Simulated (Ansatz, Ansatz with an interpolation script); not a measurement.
**VBiO4 (Clinobisvanite): what limits a Wannier interpolation of GW**

Aim: vary the Wannier model and the GW settings for VBiO4 (Clinobisvanite) and see what the interpolated bands lose.

Program: Ansatz 0.2.0. Level of theory: maximally localised Wannier functions, LDA, plane waves, PAW; PAW set soft_1. Results are calculated unless marked as measured.

**1. Set-up**

It takes space group C2/c (No. 15, monoclinic). The conventional cell has a = 7.247 Å, b = 11.697 Å, c = 5.090 Å, α = 90.00°, β = 134.22°, γ = 90.00°. Nearest to V lie 4 O at 1.69 to 1.77 Å. Nearest to Bi lie 8 O at 2.35 to 2.63 Å. Nearest to O lie 1 V at 1.77 Å and 2 Bi at 2.35 to 2.37 Å. O has 1 V at 1.69 Å and 2 Bi at 2.52 to 2.63 Å nearest. Farther neighbours and most contacts between anions are not listed.

The cell and positions come from the Crystallography Open Database and are kept as given unless a step says otherwise. Spin-orbit coupling is left out unless a step names it.

**2. Wannier model on 8×8×8**

Localised functions give a small Hamiltonian that interpolates between mesh points at no cost.

input.yaml

```yaml
crystal:
  lattice:
    - [3.6235830947, -5.8486, 0.0]
    - [3.6235830947, 5.8486, 0.0]
    - [-3.5500110127, 0.0, 3.6473943918]
  atoms:
    - { symbol: V, position: [0.87, 0.13, 0.75] }
    - { symbol: V, position: [0.13, 0.87, 0.25] }
    - { symbol: Bi, position: [0.3665, 0.6335, 0.75] }
    - { symbol: Bi, position: [0.6335, 0.3665, 0.25] }
    - { symbol: O, position: [0.9383, 0.3547, 0.6388] }
    - { symbol: O, position: [0.6453, 0.0617, 0.8612] }
    - { symbol: O, position: [0.0617, 0.6453, 0.3612] }
    - { symbol: O, position: [0.3547, 0.9383, 0.1388] }
    - { symbol: O, position: [0.8113, 0.7099, 0.8796] }
    - { symbol: O, position: [0.2901, 0.1887, 0.6204] }
    - { symbol: O, position: [0.1887, 0.2901, 0.1204] }
    - { symbol: O, position: [0.7099, 0.8113, 0.3796] }
kpoints:
  mp_grid: { grid: [4, 4, 4] }
hamiltonian:
  xc: lda
  pseudopotentials: { kind: paw, azcp: { folder: soft_1 }, xc_functional: pbe }
scf:
  occupations: { method: fixed }
  n_extra_bands: 82
output:
  wannier:
    kmesh: [8, 8, 8]
    projections: [{ species: O, l: p, shell: 2 }, { species: V, l: d, shell: 3 }]
    minimise: true
    write_hr: true
    seedname: w
    conv_tol: 1.0e-06
    max_iter: 20000
    stability_check: false
    disentanglement:
      window: [2.74, 15.46]
      frozen_window: [2.74, 12.46]
      conv_tol: 1.0e-08
```

Command:

```console
$ ansatz run input.yaml --threads 8 --pin off --max-ram 18432MiB --backend cpu --events-out ev --progress --plain --runs-dir out
```

Numbers of over 12 decimals in the logs are rounded to 6 here.

Output:

```text
scf.n_extra_bands = 82 over 52 filled bands (N_el = 104.0): the run solves 134 bands
Engine: ansatz 0.2.0, x86_64-unknown-linux-gnu
Pseudopotentials: kind: paw
Pseudopotential: V, paw, valence charge 13, recommended cutoff 420 eV (normal), soft_1/V.paw.azcp
Pseudopotential: Bi, paw, valence charge 15, recommended cutoff 420 eV (normal), soft_1/Bi.paw.azcp
Pseudopotential: O, paw, valence charge 6, recommended cutoff 420 eV (normal), soft_1/O.paw.azcp
Functional definition: SPW92
  exchange = slater_x
  correlation = pw_c
Crystal: 12 atoms, lattice volume = 154.598 Å³
Basis set: ecut = 420 eV, 3041 PW (Γ)
Bands: 134, of which v1, the nominal top of the filled ones, is band 52 counted from 1 (51 counted from 0)
Symmetry: 4 space group operations
Space group: C2/c (ITA 15), of the structure as read, at distance tolerance 5.4e-5 Å
k-points: 24 of 64
Non-local potential: V, projectors of the file, l = 0: 3, l = 1: 2, l = 2: 3, l = 3: 1
Non-local potential: Bi, projectors of the file, l = 0: 2, l = 1: 2, l = 2: 2, l = 3: 1
Non-local potential: O, projectors of the file, l = 0: 2, l = 1: 2, l = 2: 1
PAW form: soft (Blöchl's): semilocal exchange-correlation on the pseudo side does not see the compensation charge
PAW frozen core: V, regenerated for the run's functional, and the local potential with it (the file was generated under x = pbe(κ = 0.804, μ = 0.219515), c = pbe(β = 0.066725))
PAW frozen core: Bi, regenerated for the run's functional, and the local potential with it (the file was generated under x = pbe(κ = 0.804, μ = 0.219515), c = pbe(β = 0.066725))
PAW frozen core: O, regenerated for the run's functional, and the local potential with it (the file was generated under x = pbe(κ = 0.804, μ = 0.219515), c = pbe(β = 0.066725))
PAW one-centre angular grid: V, 590 points (default); XC on 64 Gauss nodes
PAW one-centre angular grid: Bi, 590 points (default); XC on 64 Gauss nodes
PAW one-centre angular grid: O, 110 points (default); XC on 64 Gauss nodes
Initial density: superposition of atomic densities (chi_scale 0.1, normalization cell, long waves kept (reshape's long-wave potential 0.03 eV rms))
Initial wavefunctions: pseudopotential atomic-orbital guess
Functional: x = slater, c = lda
SCF iter   1: F=—  HF=-34345.425845 eV  |F-HF|=—  |Δ(HF+E_count)|=         —  Δρ=8.51e-2  dr2=1.95e1  ethr=3.10e-3  ⟨swp⟩=4.1  Hψ=10407  notcnv=0  defer=1862
preconditioner: auto → Resta (q_TF=auto, 2.554 Å⁻¹)  ε∞=1.9  [insulator: Δε(μ)=1.401 eV  Ē_g=28.946 eV  n_scr=36 (ndim 8)  ℏωp=28.0 eV  f_vac=0.000  ε∞_Penn≈1.9]
SCF iter   2: F=—  HF=-34347.122844 eV  |F-HF|=—  |Δ(HF+E_count)|=    1.70e0  Δρ=1.22e-1  dr2=2.81e1  ethr=3.10e-3  ⟨swp⟩=2.0  Hψ=5130  notcnv=0  defer=1812
[...]
E_local      = -7847.627402  (includes V_loc(G=0)·N_el)
  E_nonlocal   = 1427.811521
  E_hartree    = 2952.924779
  E_xc         = -1092.719875
  E_vxc        = -1276.493717  (∫ρ·V_xc dr)
  E_paw        = -24051.328322  (= ΣΔE_a)
  E_vpaw       = -1353.425741  (= ΣTr[D̂ρ^β])
  E_aug_tail   = 0.008744  (compensation charges beyond the density's cutoff)
  E_ewald      = -8154.191953
  E_core_change = 1.458030  (= ΣΔE_core)
  E_smearing   = -0.000000  (= −TS)
  E_closure    = -0.000000  (closes the sum)
  Σ components = -34342.279353   (vs F -34342.279353, Δ=0.00e0)
--- Band table (eV; the first three rows and the last of 24) ---
  k-point 0: bands = [... 48 lower, 7.1401, 7.4507, 7.5072, 7.6630, 10.6111, 11.0507, 11.3678, 11.5486, ... 78 higher]
  k-point 1: bands = [... 48 lower, 7.1085, 7.2987, 7.5384, 8.0464, 10.6595, 10.8172, 11.0631, 11.2254, ... 78 higher]
  k-point 2: bands = [... 48 lower, 7.2512, 7.2512, 7.7065, 7.7065, 10.9557, 10.9557, 11.2504, 11.2504, ... 78 higher]
  k-point 23: bands = [... 48 lower, 7.2741, 7.2741, 7.8202, 7.8202, 11.0302, 11.0302, 11.2079, 11.2079, ... 78 higher]
Wannier search: line search 1 of at most 20000: gauge-dependent spread (as the search counts it) 7.4095259 Å², largest recent change 5.9e-1 Å² against conv_tol 1.0e-6 Å², 0 stops escaped
Wannier search: line search 100 of at most 20000: gauge-dependent spread (as the search counts it) 6.2295242 Å², largest recent change 2.4e-3 Å² against conv_tol 1.0e-6 Å², 0 stops escaped
Wannier search: line search 200 of at most 20000: gauge-dependent spread (as the search counts it) 6.0851470 Å², largest recent change 1.0e-3 Å² against conv_tol 1.0e-6 Å², 0 stops escaped
Wannier search: line search 300 of at most 20000: gauge-dependent spread (as the search counts it) 5.9951015 Å², largest recent change 8.1e-4 Å² against conv_tol 1.0e-6 Å², 0 stops escaped
Wannier search: line search 400 of at most 20000: gauge-dependent spread (as the search counts it) 5.9481675 Å², largest recent change 4.0e-4 Å² against conv_tol 1.0e-6 Å², 0 stops escaped
Wannier search: line search 500 of at most 20000: gauge-dependent spread (as the search counts it) 5.9253207 Å², largest recent change 1.5e-4 Å² against conv_tol 1.0e-6 Å², 0 stops escaped
Wannier search: line search 600 of at most 20000: gauge-dependent spread (as the search counts it) 5.9126381 Å², largest recent change 1.2e-4 Å² against conv_tol 1.0e-6 Å², 0 stops escaped
Wannier search: line search 700 of at most 20000: gauge-dependent spread (as the search counts it) 5.9043245 Å², largest recent change 8.7e-5 Å² against conv_tol 1.0e-6 Å², 0 stops escaped
[...]
Wannier search: line search 3700 of at most 20000: gauge-dependent spread (as the search counts it) 5.8646604 Å², largest recent change 1.1e-6 Å² against conv_tol 1.0e-6 Å², 0 stops escaped
Wannier search: line search 3800 of at most 20000: gauge-dependent spread (as the search counts it) 5.8645582 Å², largest recent change 1.1e-6 Å² against conv_tol 1.0e-6 Å², 0 stops escaped
Wannier search: line search 3900 of at most 20000: gauge-dependent spread (as the search counts it) 5.8644592 Å², largest recent change 1.3e-6 Å² against conv_tol 1.0e-6 Å², 0 stops escaped
Wannier search: line search 4000 of at most 20000: gauge-dependent spread (as the search counts it) 5.8643623 Å², largest recent change 1.3e-6 Å² against conv_tol 1.0e-6 Å², 0 stops escaped
[key lines of the parts left out:]
SCF converged after 12 iterations
Free energy (F): -34342.279353 eV
Fermi energy:    8.068440 eV
```

It took 1.8 min on 8 threads of AMD EPYC 9B45 (Zen 5), shared host; peak memory 5.1 GiB.

The column dr2 measures how far the density is from self-consistency, as an energy; F and HF (Harris–Foulkes) agree once it is small.

Numbers from this step:

```yaml
gauge_invariant_spread: 54.86 Å²
diagonal_spread: 0.09764 Å²
off_diagonal_spread: 5.767 Å²
total_spread: 60.72 Å²
least_projectability: 0.1741
localisation_steps: 4062
disentanglement_steps: 167
r_m_s_interpolation_error: 7.61e-4 eV
r_m_s_error_near_the_gap: 0.001061 eV
```

Near the gap the model misses directly solved bands by 1.1 meV r.m.s. and by 17 meV at most in the window tested. This tests the starting bands, not the corrections carried with them.

**3. G0W0: 4×4×4 mesh, 644 empty bands, screening to 150 eV, PAW set soft_1 files**

Now the one-shot GW correction: screening in the RPA, then the self-energy of the levels asked for.

This step: G0W0 on LDA, plane waves, PAW; PAW set soft_1.

input.yaml, the sections that differ from step 2:

```yaml
scf:
  occupations: { method: fixed }
gw:
  n_empty_bands: 644
  ecut_chi: 150.0
  qp_bands: [v24, c8]
  screening: { model: contour_deformation }
# crystal, kpoints, hamiltonian: as in step 2
# output: removed
```

Output:

```text
[...]
Crystal: 12 atoms, lattice volume = 154.598 Å³
Basis set: ecut = 420 eV, 3041 PW (Γ)
Bands: 64, of which v1, the nominal top of the filled ones, is band 52 counted from 1 (51 counted from 0)
[... 1 set-up line as in the run before ...]
[...]
k-points: 24 of 64
[...]
0    36      4.8403   -25.6623     4.7471   -20.7383  0.6828     4.6624     4.6634  root
[...]
23    57     11.6806   -15.1681    -5.6887   -22.1103  0.7327    12.9708    12.9341  root
    23    58     11.6806   -15.1681    -5.6887   -22.1103  0.7327    12.9708    12.9341  root
    23    59     12.1177   -15.9517    -5.8836   -23.1215  0.7178    13.4526    13.4039  root
    23    60     12.1177   -15.9517    -5.8836   -23.1215  0.7178    13.4526    13.4039  root
[key lines of the parts left out:]
SCF converged after 11 iterations
Free energy (F): -34342.279353 eV
Fermi energy:    8.068439 eV
```

The job ended after 29 min (8 threads; peak memory 6.2 GiB).

The G0W0 gap on the mesh is 3.729 eV.

**4. G0W0: 2×2×2 mesh, 644 empty bands, screening to 150 eV, PAW set soft_1 files**

input.yaml, as its differences from that of step 3:

```diff
@@ -19,3 +19,3 @@
 kpoints:
-  mp_grid: { grid: [4, 4, 4] }
+  mp_grid: { grid: [2, 2, 2] }
 hamiltonian:
```

Output:

```text
[...]
Crystal: 12 atoms, lattice volume = 154.598 Å³
Basis set: ecut = 420 eV, 3041 PW (Γ)
Bands: 64, of which v1, the nominal top of the filled ones, is band 52 counted from 1 (51 counted from 0)
[... 1 set-up line as in the run before ...]
[...]
k-points: 6 of 8
[...]
0    36      4.8349   -25.7029     4.7846   -20.7435  0.6838     4.6593     4.6601  root
[...]
5    57     11.6752   -15.0991    -5.7879   -22.1290  0.7291    12.9566    12.9172  root
     5    58     11.6752   -15.0991    -5.7879   -22.1290  0.7291    12.9566    12.9172  root
     5    59     12.1124   -15.9010    -5.9495   -23.1294  0.7155    13.4412    13.3912  root
     5    60     12.1124   -15.9010    -5.9495   -23.1294  0.7155    13.4412    13.3912  root
[key lines of the parts left out:]
SCF converged after 10 iterations
Free energy (F): -34342.271568 eV
Fermi energy:    8.034552 eV
```

Elapsed: 56 s, on 8 threads; peak memory 4.5 GiB; 6.9 min of CPU time.

The G0W0 gap on the mesh is 3.769 eV.

**5. G0W0: 4×4×4 mesh, 299 empty bands, screening to 90 eV, PAW set soft_1 files**

input.yaml, as its differences from that of step 4:

```diff
@@ -19,3 +19,3 @@
 kpoints:
-  mp_grid: { grid: [2, 2, 2] }
+  mp_grid: { grid: [4, 4, 4] }
 hamiltonian:
@@ -26,4 +26,4 @@
 gw:
-  n_empty_bands: 644
-  ecut_chi: 150.0
+  n_empty_bands: 299
+  ecut_chi: 90
   qp_bands: [v24, c8]
```

Output:

```text
[...]
Crystal: 12 atoms, lattice volume = 154.598 Å³
Basis set: ecut = 420 eV, 3041 PW (Γ)
Bands: 64, of which v1, the nominal top of the filled ones, is band 52 counted from 1 (51 counted from 0)
[... 1 set-up line as in the run before ...]
[...]
k-points: 24 of 64
[...]
21    59     12.7332   -17.3787    -6.3881   -25.3849  0.6898    14.4579    14.3514  root ?
[...]
23    57     11.6806   -15.1681    -5.4498   -22.1103  0.7367    13.2284    13.1730  root
    23    58     11.6806   -15.1681    -5.4498   -22.1103  0.7367    13.2284    13.1730  root
    23    59     12.1177   -15.9517    -5.6375   -23.1215  0.7221    13.7227    13.6500  root
    23    60     12.1177   -15.9517    -5.6375   -23.1215  0.7221    13.7227    13.6500  root
[key lines of the parts left out:]
SCF converged after 11 iterations
Free energy (F): -34342.279353 eV
Fermi energy:    8.068439 eV
```

It took 6.7 min on 8 threads; peak memory 2.5 GiB.

The G0W0 gap on the mesh is 3.693 eV.

**6. Interpolated results**

Times are wall times on 8 threads of AMD EPYC 9B45 (Zen 5), shared host, good to a factor of about two.

```tsv
GW mesh	empty bands	cutoff (eV)	frequency	gap on mesh (eV)	gap over zone (eV)	direct gap (eV)	valence width (eV)	GW time
4×4×4	644	150	contour deformation	3.729	3.508	3.566	5.341	29 min
2×2×2	644	150	contour deformation	3.769	3.334	3.399	5.357	56 s
4×4×4	299	90	contour deformation	3.693	3.472	3.528	5.467	6.7 min
```

**7. Results**

```json
{"4×4×4 mesh, 644 empty bands, screening to 150 eV, PAW set soft_1 files": "3.51 eV", "2×2×2 mesh, 644 empty bands, screening to 150 eV, PAW set soft_1 files": "3.33 eV", "4×4×4 mesh, 299 empty bands, screening to 90 eV, PAW set soft_1 files": "3.47 eV"}
```

**Reading.** The largest change, −0.17 eV in the gap over the zone, comes with 2×2×2 mesh, 644 empty bands, screening to 150 eV, PAW set soft_1 files. The first run is a reference, not a converged one, and where a row moves several settings no single cause can be named. Rows on another GW mesh add that mesh's corrections to the bands of the one model. With 2×2×2 mesh, 644 empty bands, screening to 150 eV, PAW set soft_1 files the gap over the zone moves by −0.17 eV and that on the mesh by +0.04 eV. With 4×4×4 mesh, 299 empty bands, screening to 90 eV, PAW set soft_1 files the gap over the zone moves by −0.04 eV and that on the mesh by −0.04 eV. Gaps over the zone and on the mesh differ where an edge lies off the mesh, or where a GW run starts from another density: the starting gap over the zone is 2.136 eV, on the GW meshes it is 2.287 eV and 2.310 eV. Where an edge is built on 6p states of lead, bismuth or thallium, scalar-relativistic gaps usually stand too wide, by a few tenths to over one eV. The runs have no spin polarisation. For a closed low-spin shell that is the natural state; where a d or f shell is open it is a constraint, and the gap is then not the crystal's own. The many-body steps are scalar-relativistic: spin-orbit coupling is not in them.

[Paths, hosts, dates, memory and timing lines, banners, echoed tables and standing remarks are left out of the program output.]

[Logs are printed without paths, hosts, clocks, repeated set-up lines and the standing remarks that a program may print on its own settings, such as how far it seeks lower states.]

[Runs of the session that timed out or met a known fault of the program may be left out.]

[Hosts, paths, dates, database ids (printed as entryN), source tags and the programs' standing remarks are cut or masked in the printed files.]
